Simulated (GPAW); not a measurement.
# Geometry or basis: what sets the conductance of a W chain with two Al atoms in line, part 2 of 2

Aim: the conductance of a W chain with two Al atoms in line after relaxation, and whether geometry, basis or functional moves it most.

GPAW 26.7.0; GPAW LCAO, PAW setups; relaxation of the junction within the symmetry of its start, lead ends held (the session's first sound run).

So far, transmission at the Fermi level (one spin): step 3 (double-zeta polarised basis, PBE, GPAW) 2.37; step 4 (basis szp(dzp), PBE, GPAW) 2.36; step 5 (basis sz(dzp), PBE, GPAW) 2.40; step 6 (RPBE) 2.37; step 7 (without the relaxation: geometry = "as built", PBE, GPAW) 2.04.

## Step 9: The levels side by side

The curves are compared point by point over the common energies.

This step: comparison of transmission and cost over codes, levels and geometry (GPAW 26.7.0).

Ladder, by row:

```csv
step,code,T at the Fermi level (sum over the listed spins),conductance (G0),r.m.s. T(E) from the first,wall time (s),peak memory (GiB),threads
dzp,GPAW,2.366,2.337,0,280.8,1.55,1
szp,GPAW,2.356,2.327,0.1505,131.2,1.48,1
sz,GPAW,2.401,2.374,0.2775,110.5,1.42,1
dzp-RPBE,GPAW,2.367,2.337,0.04192,268,1.55,1
asbuilt,GPAW,2.037,2.034,0.3439,262.1,1.55,1
```

Transmission, zone mean, sum over the listed spins against energy, zero at the Fermi level:

```csv
energy (eV),dzp,szp,sz,dzp-RPBE,asbuilt
-2.000,0.983,0.992,0.969,0.981,0.973
-1.900,0.966,0.979,0.947,0.963,0.960
-1.800,0.943,0.960,0.921,0.940,0.947
-1.700,0.919,0.938,0.894,0.915,0.935
-1.600,0.895,0.916,0.870,0.890,0.925
-1.500,0.874,0.896,0.849,0.869,0.918
-1.400,0.858,0.880,0.833,0.853,0.912
-1.300,0.845,0.866,0.818,0.840,0.908
-1.200,0.833,0.853,0.806,0.827,0.905
-1.100,0.820,0.840,0.794,0.815,0.903
-1.000,0.807,0.826,0.782,0.802,0.903
-0.900,0.794,0.813,0.772,0.789,0.909
-0.800,0.786,0.802,0.769,0.780,0.922
-0.700,0.785,0.798,0.777,0.779,0.949
-0.600,0.800,0.809,0.805,0.793,0.993
-0.500,0.842,0.845,0.869,0.836,1.07
-0.400,0.935,0.927,0.990,0.928,1.18
-0.300,1.11,1.09,1.21,1.11,1.33
-0.200,1.43,1.39,1.55,1.42,1.53
-0.100,1.89,1.85,1.99,1.89,1.78
0.000,2.37,2.36,2.40,2.37,2.04
0.100,2.60,2.61,2.58,2.59,2.27
0.125,2.60,2.62,2.58,2.59,2.33
0.200,2.52,2.54,2.51,2.51,2.46
0.300,2.31,2.31,2.33,2.29,2.57
0.400,2.09,2.10,2.13,2.07,2.62
0.500,1.92,1.93,1.96,1.90,2.63
0.600,1.80,1.82,1.84,1.78,2.60
0.700,1.74,1.76,1.76,1.72,2.56
0.800,1.72,1.75,1.73,1.71,2.52
0.900,1.75,1.78,1.73,1.74,2.48
1.000,1.83,1.85,1.77,1.82,2.46
1.100,1.94,1.96,1.85,1.93,2.45
1.200,2.09,2.11,1.96,2.08,2.47
1.300,2.26,2.26,2.10,2.25,2.50
1.400,2.42,2.40,2.26,2.41,2.53
1.475,2.47,2.47,2.37,2.46,2.51
1.500,2.45,2.47,2.40,2.43,2.49
1.600,2.05,2.36,2.46,1.96,2.20
1.700,0.605,1.72,2.29,0.470,0.774
1.800,0.492,0.496,0.481,0.477,0.529
1.900,0.504,0.509,0.495,0.487,0.531
2.000,0.522,0.527,0.517,0.503,0.535
```

## Step 10: Other settings

One more run, with changed settings.

This step: GPAW LCAO, PAW setups; Landauer transmission from Green's functions with principal layers (ASE), zero bias (GPAW 26.7.0).

Contents of run.py:

```python
import json
import numpy as np
from ase import Atoms
from ase.transport.calculators import TransportCalculator
from gpaw import GPAW, FermiDirac
from gpaw.lcao.tools import get_lcao_hamiltonian
from scipy.linalg import eigh

# The junction with lead layers at both ends, along the third cell vector
device = Atoms(
    ['W', 'W', 'W', 'W', 'W', 'W', 'W', 'W', 'Al', 'Al', 'W', 'W', 'W', 'W', 'W', 'W', 'W', 'W'],
    positions=[
        [4.50000, 4.50000, 1.12500],
        [4.50000, 4.50000, 3.37500],
        [4.50000, 4.50000, 5.62500],
        [4.50000, 4.50000, 7.87500],
        [4.50000, 4.50000, 10.12500],
        [4.50000, 4.50000, 12.37500],
        [4.50000, 4.50000, 14.62500],
        [4.50000, 4.50000, 16.75731],
        [4.50000, 4.50000, 19.16188],
        [4.50000, 4.50000, 21.50312],
        [4.50000, 4.50000, 23.90769],
        [4.50000, 4.50000, 26.04000],
        [4.50000, 4.50000, 28.29000],
        [4.50000, 4.50000, 30.54000],
        [4.50000, 4.50000, 32.79000],
        [4.50000, 4.50000, 35.04000],
        [4.50000, 4.50000, 37.29000],
        [4.50000, 4.50000, 39.54000]],
    cell=[[9.0, 0.0, 0.0], [0.0, 9.0, 0.0], [0.0, 0.0, 40.665]],
    pbc=True)

# One principal layer of the lead: the first 5 atoms of the device
lead = Atoms(
    ['W', 'W', 'W', 'W', 'W'],
    positions=[
        [4.50000, 4.50000, 1.12500],
        [4.50000, 4.50000, 3.37500],
        [4.50000, 4.50000, 5.62500],
        [4.50000, 4.50000, 7.87500],
        [4.50000, 4.50000, 10.12500]],
    cell=[[9.0, 0.0, 0.0], [0.0, 9.0, 0.0], [0.0, 0.0, 11.25]],
    pbc=True)

settings = dict(mode='lcao', basis='dzp', xc='PBE', h=0.2,
                occupations=FermiDirac(0.1), maxiter=60,
                mixer=dict(beta=0.9, nmaxold=1, weight=1.0),
                convergence=dict(density=0.0001))
energies = np.arange(-2, 2 + 1e-9, 0.025)
eta = 0.0001
n1, n2 = 1, 1
# k and -k transmit alike, so half of the mesh across the current serves
mesh = [(i, j) for i in range(n1) for j in range(n2) if (i, j) <= (-i % n1, -j % n2)]
weights = np.array([1 if (i, j) == (-i % n1, -j % n2) else 2 for i, j in mesh]) / (n1 * n2)

# [... helper functions left out ...]
fermi_lead = ground_state(lead, (1, 1, 10), 'lead.txt')
fermi_device = ground_state(device, (1, 1, 2), 'device.txt')
# [... loop over the mesh left out, but for ...]
        # Shift the lead onto the potential of the device's first layer
        shift = ((H[:, 0, 0] - H0[:, 0, 0]) / S0[0, 0]).real.mean()
# [...]
kT = 8.617333e-5 * 300
bias = [0.1, 0.2, 0.5, 1.0, 1.5, 2.0]
# [... integrals and printing left out ...]
```

Command:

```console
$ OMP_NUM_THREADS=1 OPENBLAS_NUM_THREADS=1 python run.py
```

What it wrote:

```text
gpaw.KohnShamConvergenceError
```

It took 2.3 min on 1 thread of Arm Neoverse V1, shared host; peak memory 0.42 GiB.

No converged result was reached; the numbers in the log don't describe the system.

The fault put into the input: mixing far too strong, under a cap of 60 iterations, which ended the run (beta = 0.9, nmaxold = 1 and weight = 1.0).

## Step 11: What came out

| Item | Value |
| --- | --- |
| conductance | 2.34 G₀ |
| transmission at the Fermi level, mean of the spins | 2.37 |

In the dzp basis the junction conducts 2.34 G₀ at 300 K, with T = 2.37 a spin at the Fermi level; the sz basis reaches that conductance within 10 %. Relaxation moved atoms by up to 0.12 Å and took the conductance from 2.03 to 2.34 G₀, as a ratio a larger change than the step from dzp to the minimal basis. At the Fermi level the three most open eigenchannels pass 0.87, 0.87 and 0.62. Measured against the first run (dzp), the nearest curve is that of dzp-RPBE (r.m.s. 0.042) and the farthest that of asbuilt (0.34). Over the compared runs wall time goes from 111 s (sz) to 281 s (dzp), on a shared host. The leads kept an estimated spacing and the cell its length, so the junction may be under some tension or compression. The geometry comes from the orbital basis, which tends to overbind, and kept the symmetry of the start, so a structure of lower symmetry may lie lower. The run had no spin polarisation, so a magnetic state, which chains and small molecules with open shells often have, wasn't tested. Spin-orbit coupling is left out, which matters for the heavy atoms here. An evenly spaced straight chain is an idealisation: free chains tend to dimerise, zigzag or, where a band edge lies near the Fermi level, turn magnetic. The currents use the zero-bias T(E) throughout, which holds only while the bias is small against the distance to the nearest feature. The thermopower isn't quoted: it samples T(E) farther from the Fermi level than the conductance does, and the energy grid wasn't tested for it.

[Logs are printed without paths, hosts, clocks, repeated set-up lines and the standing remarks that a program may print on its own settings, such as how far it seeks lower states.]

[Hosts, paths, dates, database ids (printed as entryN), source tags and the programs' standing remarks are cut or masked in the printed files.]
